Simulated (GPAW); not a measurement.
# Sn K ELNES/XANES of YSn3 (Pm-3m) from DFT, part 3 of 3

What does one-electron theory with a core hole give for the Sn K edge of YSn3 (Pm-3m)?

GPAW 26.7.0; X-ray absorption from dipole matrix elements to empty bands, plane-wave PAW LDA.

So far. Step 5 (Spectrum with XCH, Sn atom 1): Main maxima below 28 eV (height): 4.6 eV (1.22) and 20.6 eV (1.08).  Step 6 (Spectrum with FCH, Sn atom 1): The scaled spectrum changes by 1 % r.m.s. The highest intensity below 24 eV goes from 4.6 eV (1.22) to 4.8 eV (1.23).

**8. Spectrum with XCH, Sn atom 1**

A test of how far the result depends on this setting.

Changed against the first core-hole run: cutoff (eV) to 600.

xas.py

```python
import numpy as np
from ase import Atoms
from ase.parallel import parprint, paropen
from gpaw import GPAW, PW, FermiDirac, Mixer, MixerDif, setup_paths
from gpaw.test import gen
setup_paths.insert(0, '.')
gen('Sn', name='fch1s', xcname='LDA', corehole=(1, 0, 1), write_xml=True)
from gpaw.mpi import world
world.barrier()

atoms = Atoms('Sn6Y2',
    cell=[[4.666, 0, 4.666],
     [0, 4.666, 4.666],
     [-4.666, 0, 4.666]],
    scaled_positions=[[0, 0.5, 0.5],
     [0.5, 0.5, 0],
     [0.5, 0, 0],
     [0, 0, 0.5],
     [0, 0.5, 0],
     [0.5, 0.5, 0.5],
     [0, 0, 0],
     [0.5, 0, 0.5]],
    pbc=True)
atoms.calc = calc = GPAW(legacy_gpaw=True, mode=PW(600, force_complex_dtype=True), xc='LDA', setups={0: 'fch1s'},
    kpts={'size': (5, 5, 5), 'gamma': True}, occupations=FermiDirac(0.1),
    charge=-1, mixer=Mixer(0.1, 5, 50), maxiter=150,
    convergence={'density': 0.0001, 'eigenstates': 1e-6}, txt='scf.txt')
energy = atoms.get_potential_energy() + calc.get_reference_energy()
ef = calc.get_fermi_level()
out = dict(energy=energy, fermi=ef, forces=atoms.get_forces().tolist())
parprint(f'all-electron energy {energy:.4f} eV, Fermi level {ef:.4f} eV')
ev = np.array([[calc.get_eigenvalues(k, s) for k in range(len(calc.get_ibz_k_points()))] for s in range(calc.get_number_of_spins())])
out['homo'], out['lumo'], out['counts'] = ev[ev < ef].max(), ev[ev > ef].min(), sorted(set((ev < ef).sum((0, 2)).tolist()))
out['filled'] = (ev[:, 0] < ef).sum(1).tolist()

from ase.units import Ha
from gpaw.xas import dipole_matrix_elements
nb = int(calc.get_number_of_electrons() / 2) + 134
top, nb = nb, nb + 8 + nb // 12
nscf = calc.fixed_density(kpts={'size': (5, 5, 5), 'gamma': True}, nbands=nb,
    convergence={'bands': top, 'eigenstates': 5e-3}, maxiter=60, txt='nscf.txt')
cell = atoms.cell.array
ops = [cell.T @ U.T @ np.linalg.inv(cell.T) for U in nscf.wfs.kd.symmetry.op_scc]
E = np.arange(-6, 34, 0.1)
fwhm = np.interp(E, [4, 25], [8.49, 8.49])
Y, X, zero, highest = 0, 0, 1e9, 1e9
for spin in range(nscf.get_number_of_spins()):
    wfs = nscf.wfs
    mine = wfs.bd.get_slice()  # this rank's bands
    A = dipole_matrix_elements(wfs.setups[0])
    eps = np.zeros((wfs.kd.nibzkpts, nb))
    d = np.zeros((3, A.shape[1], wfs.kd.nibzkpts, nb), complex)
    for kpt in wfs.kpt_u:
        if kpt.s == spin and 0 in kpt.P_ani:
            eps[kpt.k, mine] = kpt.eps_n * Ha
            d[:, :, kpt.k, mine] = (kpt.weight * wfs.nspins / 2) ** 0.5 * np.inner(A, kpt.P_ani[0])
    world.sum(eps)
    world.sum(d)
    T = np.einsum('amkn,bmkn->abkn', d, d.conj()).real
    T = sum(np.einsum('ai,ijkn,bj->abkn', R, T, R) for R in ops) / len(ops)
    empty = eps > ef
    zero, highest = min(zero, eps[empty].min()), min(highest, eps[:, top - 1].min())
    lines = [(eps, T, empty)] if spin == 0 else lines + [(eps, T, empty)]
for eps, T, empty in lines:
    f = np.einsum('aakn->akn', T).reshape(3, -1)
    x = eps.ravel() - zero
    w = np.interp(x, E, fwhm) / 2.35482
    g = np.exp(-0.5 * ((E[:, None] - x) / w) ** 2) / (w * (2 * np.pi) ** 0.5)
    Y = Y + (f * empty.ravel()) @ g.T
    X = X + (f * ~empty.ravel()) @ g.T
out.update(E=E.round(2).tolist(), xas=Y.tolist(), xes=X.tolist(), zero=zero, valid=highest - zero, nk=len(eps), nb=nb)
for i in range(0, len(E), 10):
    parprint(f'{E[i]:7.2f}', *(f'{v:10.3e}' for v in Y[:, i]))
import json
with paropen('out.json', 'w') as f:
    json.dump(out, f)
```

Launch:

```console
OMP_NUM_THREADS=1 mpirun -n 4 gpaw python xas.py
```

Numbers of over 12 decimals in the logs are rounded to 6 here.

What it wrote:

```text
Input parameters:
  charge: -1
  convergence: {density: 0.0001,
                eigenstates: 1e-06}
  kpts: {gamma: True,
         size: (5, 5, 5)}
  maxiter: 150
  mixer: {backend: pulay,
          beta: 0.1,
          method: separate,
          nmaxold: 5,
          weight: 50}
  mode: {ecut: 600.0,
         force_complex_dtype: True,
         name: pw}
  occupations: {fixmagmom: False,
[...]
*d    :    -0.556882
--------------------------------

Diagonalizing with gridspacing h=0.050

state   all-electron     PAW
-------------------------------
5s:      -0.761474    -0.762236
5p:      -0.450294    -0.451667
4d:      -1.556882    -1.557625
*f:                   -0.025424
-------------------------------
all-electron energy -1161956.5405 eV, Fermi level 8.3117 eV
[...]
32.00  1.294e-08  1.294e-08  1.260e-08
  33.00  1.296e-08  1.296e-08  1.241e-08
[key lines of the parts left out:]
Converged after 15 iterations.
Dipole moment: (-0.000000, -0.000000, 0.000000) |e|*Ang
Free energy:    -51.826671
Fermi level: 8.31174
```

Run time: 3.1 min. Hardware: 4 MPI ranks of Intel Xeon Platinum 8488C (Sapphire Rapids), shared host; peak memory 0.67 GiB; 12 min of CPU time.

```csv
E (eV),first run,this run
-2.0,0.44,0.44
-1.0,0.60,0.60
0.0,0.77,0.77
1.0,0.93,0.93
2.0,1.07,1.07
3.0,1.16,1.16
4.0,1.21,1.21
5.0,1.21,1.21
6.0,1.18,1.18
7.0,1.11,1.11
8.0,1.04,1.04
9.0,0.97,0.97
10.0,0.91,0.91
11.0,0.86,0.86
12.0,0.84,0.84
13.0,0.84,0.84
14.0,0.85,0.85
15.0,0.88,0.88
16.0,0.93,0.93
17.0,0.97,0.97
18.0,1.02,1.02
19.0,1.06,1.06
20.0,1.08,1.08
21.0,1.08,1.08
22.0,1.06,1.06
23.0,1.02,1.02
24.0,0.97,0.97
25.0,0.92,0.92
26.0,0.88,0.88
27.0,0.84,0.84
28.0,0.81,0.81
29.0,0.79,0.79
30.0,0.78,0.78
31.0,0.78,0.78
32.0,0.78,0.78
```

The scaled spectrum changes by 0 % r.m.s. The highest intensity below 24 eV stays at 4.6 eV.

The photon energy of the zero moves by -0.00 eV.

**9. With and without the hole**

Both curves are counted from their own zero, so only the shift of weight within the empty states shows.

```csv
E (eV),no hole,XCH
-2.0,0.39,0.44
-1.0,0.54,0.60
0.0,0.70,0.77
1.0,0.86,0.93
2.0,1.00,1.07
3.0,1.12,1.16
4.0,1.19,1.21
5.0,1.22,1.21
6.0,1.21,1.18
7.0,1.17,1.11
8.0,1.10,1.04
9.0,1.03,0.97
10.0,0.97,0.91
11.0,0.91,0.86
12.0,0.87,0.84
13.0,0.85,0.84
14.0,0.85,0.85
15.0,0.87,0.88
16.0,0.90,0.93
17.0,0.94,0.97
18.0,0.99,1.02
19.0,1.04,1.06
20.0,1.07,1.08
21.0,1.09,1.08
22.0,1.08,1.06
23.0,1.06,1.02
24.0,1.02,0.97
25.0,0.97,0.92
26.0,0.92,0.88
27.0,0.88,0.84
28.0,0.84,0.81
29.0,0.82,0.79
30.0,0.80,0.78
```

With each curve scaled to its own mean, the area from −2 to 6 eV with the hole is 7.8 against 7.4, and the centre of weight from −1 to 20 eV moves by -0.1 eV (first and strongest maxima below 20 eV: 5.2 eV (1.22) without the hole, 4.6 eV (1.22) with it), a small effect on these measures.

**10. Outcome**

| Item | Value |
| --- | --- |
| absorber and edge | Sn K, atom 1 of the ground-state input (counted from 1) |
| surroundings | 2 Sn at 3.30 Å, 2 Y at 3.30 Å, 4 Sn at 3.30 Å, 1 Y at 3.30 Å, 1 Sn at 3.30 Å, 1 Y at 3.30 Å and 1 Sn at 3.30 Å (cuboctahedral, site symmetry 4/mmm) |
| highest intensity below 24 eV | 4.6 eV above the zero, height 1.22 |

**Reading.** The Sn K edge of atom 1, with 2 Sn at 3.30 Å, 2 Y at 3.30 Å, 4 Sn at 3.30 Å, 1 Y at 3.30 Å, 1 Sn at 3.30 Å, 1 Y at 3.30 Å and 1 Sn at 3.30 Å (cuboctahedral, site symmetry 4/mmm), has its highest intensity of the first 24 eV at 4.6 eV above the zero, 1.2 times the mean level of the first 20 eV (Gaussian full width 8.49 eV). With each curve scaled to its own mean, the area from −2 to 6 eV with the hole is 7.8 against 7.4, and the centre of weight from −1 to 20 eV moves by -0.1 eV (first and strongest maxima below 20 eV: 5.2 eV (1.22) without the hole, 4.6 eV (1.22) with it), a small effect on these measures. Changing the core hole to FCH alters the shape by 1 % r.m.s., so the result is insensitive to this choice. Changing the cutoff (eV) to 600 alters the shape by 0 % r.m.s., so this setting is converged. The script folds with a Gaussian, whereas the core hole's own line is a Lorentzian, so the onset is too steep and the first peak too high. Lifetime broadening is put in by hand, and intensities beyond about 20 eV depend on it and on the partial waves. The structure is a published determination, not relaxed.

[Banner, clock and machine lines of the logs are left out without a mark of their own.]

[Logs are printed without paths, hosts, clocks, repeated set-up lines and the standing remarks that a program may print on its own settings, such as how far it seeks lower states.]

[Hosts, paths, dates, database ids (printed as entryN), source tags and the programs' standing remarks are cut or masked in the printed files.]

[Lists of maxima count a maximum above −3 eV only where it reaches 4 % of the highest in the window and stands out from its surroundings by 2 % of it (1.5 % where it reaches 55 %); shoulders and weaker maxima are passed over, and of the rest the first, up to two pre-edge ones and the few strongest are named.]
